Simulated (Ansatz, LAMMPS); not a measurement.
# Glassy 65SiO2-8Al2O3-28SrO (mol %) (115 atoms): where an added charge goes, part 4 of 4

Does an extra electron or hole in glassy 65SiO2-8Al2O3-28SrO (mol %) (115 atoms) stay spread out, or do the atoms trap it?

Ansatz 0.2.0; Kohn-Sham DFT, PBE, PAW (set soft_2), plane waves.

The cell: 26 Si, 6 Al, 11 Sr and 72 O. The quench rate of 20 K/ps is many orders above laboratory rates. The starting topology of bonds comes from the classical model. The Brillouin zone is sampled at Γ only, in a cell whose shortest periodic width is 12 Å.

So far. Step 11 (An extra hole, levels at the relaxed geometry): The distance from O77 to Sr38 changes most, from 2.55 Å in the neutral cell to 2.60 Å.

## Step 11: An extra hole, levels at the relaxed geometry (continued)

Spin density in the ab plane at fractional z = 0.111, with atoms of Si and Al and Sr and O within 0.2 Å of it.

Values in units of 1e-2 e/Å³, 13 rows by 16 columns, each cell a mean:
```
 0.0  0.0  0.0  0.0  0.0  0.0  0.0  0.0  0.0  0.0  0.0  0.0  0.0  0.0  0.0  0.0
 0.0  0.0  0.0  0.0  0.0  0.0  0.0  0.0  0.0  0.0  0.0  0.0  0.0  0.0  0.1  0.0
 0.0  0.0  0.0  0.0  0.0  0.0  0.0  0.0  0.0  0.0  0.0  0.0  0.0  0.1  0.3  0.1
 0.0  0.0  0.0  0.0  0.0  0.0  0.0  0.0  0.0  0.0  0.0  0.0  0.0  0.0  0.0  0.0
 0.1  0.0  0.0  0.0  0.0  0.0  0.0  0.0  0.0  0.0  0.0  0.0  0.0  0.1  0.6  0.8
 0.0  0.0  0.0  0.0  0.0  0.0  0.0  0.0  0.0  0.0  0.0  0.0  0.0  0.5  1.2  0.5
 0.0  0.0  0.0  0.0  0.0  0.0  0.0  0.0  0.0  0.0  0.0  0.0  0.0  0.0  0.1  0.0
 0.0  0.0  0.0  0.0  0.0  0.0  0.0  0.0  0.0  0.0  0.0  0.0  0.1  0.0  0.0  0.0
 0.0  0.0  0.0  0.0  0.0  0.0  0.0  0.0  0.0  0.0  0.0  0.0  0.0  0.1  0.0  0.0
 0.0  0.0  0.0  0.0  0.0  0.0  0.0  0.0  0.0  0.0  0.0  0.0  0.0  0.0  0.1  0.0
 0.1  0.0  0.0  0.0  0.0  0.0  0.0  0.0  0.0  0.0  0.0  0.0  0.0  0.1  0.2  0.0
 0.1  0.0  0.0  0.0  0.0  0.0  0.0  0.0  0.0  0.0  0.0  0.0  0.0  0.0 -0.1  0.1
 0.0  0.0  0.0  0.0  0.0  0.0  0.0  0.0  0.0  0.0  0.0  0.0  0.0  0.0  0.0  0.0
```
Columns run along a (11.7 Å), rows up along b (11.7 Å). Atoms in or near the plane, at fractional coordinates: Si at (0.19, 0.04), Al at (0.94, 0.45), Sr at (0.72, 0.67), O at (0.31, 0.71).

## Step 12: Neutral at the geometry of the hole

The neutral cell at the new geometry gives the energy of that geometry without the charge.

File input.yaml:

```yaml
crystal:
  lattice:
    - [11.72738, 0.0, 0.0]
    - [0.0, 11.72738, 0.0]
    - [0.0, 0.0, 11.72738]
  atoms:
    - { symbol: Si, position: [0.30721, 0.2015, 0.30796] }
    - { symbol: Si, position: [0.90411, 0.84554, 0.9113] }
    - { symbol: Si, position: [0.14681, 0.07356, 0.45418] }
    - { symbol: Si, position: [0.91955, 0.43758, 0.84463] }
    - { symbol: Si, position: [0.19485, 0.19237, 0.91343] }
    - { symbol: Si, position: [0.30656, 0.39227, 0.64902] }
    [... 103 atom lines left out ...]
    - { symbol: O, position: [0.04781, 0.47402, 0.80516] }
    - { symbol: O, position: [0.40096, 0.8721, 0.49365] }
    - { symbol: O, position: [0.66092, 0.35776, 0.69456] }
    - { symbol: O, position: [0.26889, 0.26036, 0.67208] }
    - { symbol: O, position: [0.27432, 0.48344, 0.74773] }
    - { symbol: O, position: [0.77985, 0.98933, 0.50938] }
kpoints:
  mp_grid: { grid: [1, 1, 1] }
hamiltonian:
  xc: pbe
scf:
  occupations: { method: fixed }
output:
  forces: true
  stress: true
  populations: intrinsic
  dos:
    method: { smearing: { sigma: 0.08 } }
    de: 0.1
    projected: { site_lists: { Al: [Al], O: [O], Si: [Si], Sr: [Sr] } }
  eigenvalues: true
```

Launch:

```sh
ansatz run input.yaml --threads 4 --pin off --max-ram 8192MiB --backend cpu --events-out ev --progress --plain --runs-dir out
```

Numbers of over 12 decimals in the logs are rounded to 6 here.

The log of the run:

```text
[...]
Crystal: 115 atoms, lattice volume = 1612.883 Å³
Basis set: ecut = 420 eV, 31463 PW (Γ), exchange–correlation on 160×160×160 points (8 copies of the dense FFT grid, shifted against one another)
Bands: 447, of which v1, the nominal top of the filled ones, is band 332 counted from 1 (331 counted from 0)
Symmetry: 1 space group operations
[...]
k-points: 1
[...]
SCF iter   1: F=—  HF=-99745.845600 eV  |F-HF|=—  |Δ(HF+E_count)|=         —  Δρ=1.90e-3  dr2=7.85e-2  ethr=1.77e-3  ⟨swp⟩=5.0  Hψ=1769  notcnv=0  defer=112
[...]
SCF iter   8: F=—  HF=-99745.856935 eV  |F-HF|=—  |Δ(HF+E_count)|=   1.14e-6  Δρ=5.40e-6  dr2=4.25e-7  ethr=3.11e-10  ⟨swp⟩=2.0  Hψ=605  notcnv=0  defer=112
SCF iter   9: F=-99745.856935 eV  HF=-99745.856935 eV  |F-HF|=9.75e-10  |Δ(HF+E_count)|=   1.56e-7  Δρ=1.93e-6  dr2=5.40e-8  ethr=1.51e-11  ⟨swp⟩=20.0  Hψ=3342  notcnv=0
SCF 1 converged in 9 iterations: F = -99745.856935 eV  dr2 = 5.40e-8
[...]
SCF converged after 9 iterations
Free energy (F): -99745.856935 eV
[...]
Internal energy: -99745.856935 eV  (E = F + TS)
E sigma→0 (E₀):  -99745.856935 eV
Fermi energy:    4.805285 eV
[...]
Σ components = -99745.856935   (vs F -99745.856935, Δ=0.00e0)
--- Forces (eV/Å), atoms counted from 1 ---
  atom   1  Si     0.02825068    -0.02072890     0.06757631
  atom   2  Si     0.08503979     0.33749826     0.01597388
  atom   3  Si    -0.28167480    -0.05072131    -0.07429763
  atom   4  Si    -0.05491830     0.01725907     0.11781704
[...]
atom 115  O     -0.01514165     0.11937010    -0.07221514
  max |Σ_I F_I| component: 1.05e-4 eV/Å
--- Stress (GPa, compression-positive) ---
        2.085293      -0.198280      -1.001897
       -0.198276       0.135264       0.161894
       -1.001895       0.161894       1.112016
  P = ⅓ Tr σ = 1.1109 GPa (11.109 kbar)
--- Band table (eV) ---
[...]
--- intrinsic populations: 115 sites ---
  site symbol       q [e]
     0     Si      2.2279
     1     Si      2.5175
     2     Si      2.3051
[...]
114      O      6.9357
  spilling = 0.000000 (of n_electrons = 664.000000)
```

Elapsed: 32 s, on 4 threads of Arm Neoverse V2, shared host; peak memory 2.2 GiB; 2 min of CPU time.

Neutral at the geometry of the hole: the energy stands 0.142 eV above that of the reference.

## Step 13: Energies and spread of the extra charge

Energies are differences within one cell and functional; the shift is the gain plus the neutral cell's energy at the new geometry, that is how much cheaper the vertical process becomes there. The spread is the participation number of the site moments (1/Σw², over the spin inside atomic spheres), with the atom that holds the largest share and the spin that the spheres hold in all.

```
 carrier  charged less neutral, atoms held (eV)  gain on relaxing (eV)  neutral cell at that geometry, less the reference (eV)  shift of the vertical energy (eV)       spread, atoms held          spread, relaxed
electron                                  8.386                  0.009                                                   0.007                              0.016                        -                        -
    hole                                 -4.262                  0.121                                                   0.142                              0.263  14; O74 13 % of 0.76 μB  10; O77 17 % of 0.76 μB
```

## Step 14: Findings

The extra electron gains 0.0094 eV as the atoms relax: so small a gain shows no trapping at this level. The cell with the electron keeps a moment of only 0.00 μB where one unpaired electron should give 1 μB: the carrier is shared between both spins, which can hide trapping. The extra hole gains 0.12 eV as the atoms relax, and its spin goes from about 14 to 10 atoms. The hole is shared among 2 partly filled levels, as near-degenerate levels under the smearing give, and as self-interaction favours. Adding the two vertical energies gives 4.12 eV, against a gap of 3.99 eV in the neutral cell. The zero of the potential cancels in this sum; the excess isn't taken apart here: charging of a small cell, filling of bands on a coarse mesh and the attraction to the background can all enter.

Caveats: Single energies of charged cells hang on the program's zero of potential. In the spin-polarised runs the search for a state of lower energy was switched off. No distortion was seeded, so a trapped state behind a barrier can't be found. Local and semilocal functionals favour spread-out charges, so trapping can be missed. Charged cells carry a uniform background, with no correction for images.

The DFT runs together took 25 min of wall time.

[Logs are printed without paths, hosts, clocks, repeated set-up lines and the standing remarks that a program may print on its own settings, such as how far it seeks lower states.]

[Hosts, paths, dates, database ids (printed as entryN), source tags and the programs' standing remarks are cut or masked in the printed files.]
